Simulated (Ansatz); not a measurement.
# From spin parameters to the magnetic ion

A crystal has the composition V2MO6, where M is a 3d element. A calculation (PBE+U, spin-orbit coupling in second variation, Ansatz) gives:

- S: 1/2
- g: 2.0690, 2.0918, 2.2365
- moment in its sphere: 0.64 μB

Q: Name the magnetic ion and its oxidation state.

The crystal is V2CuO6, space group P-1. The spin sits on Cu, with 4 O at 1.91 to 1.95 Å round it. With the usual charges of the other elements M must be +2. High-spin ions of that charge with S = 1/2 are d9 and d1, Cu and Sc; the sign of the g shift picks Cu²⁺ d⁹. Low-spin ions are left aside. The shift is positive: in a shell more than half full the orbital moment adds to the spin.

[Hosts, paths, dates, database ids (printed as entryN), source tags and the programs' standing remarks are cut or masked in the printed files.]
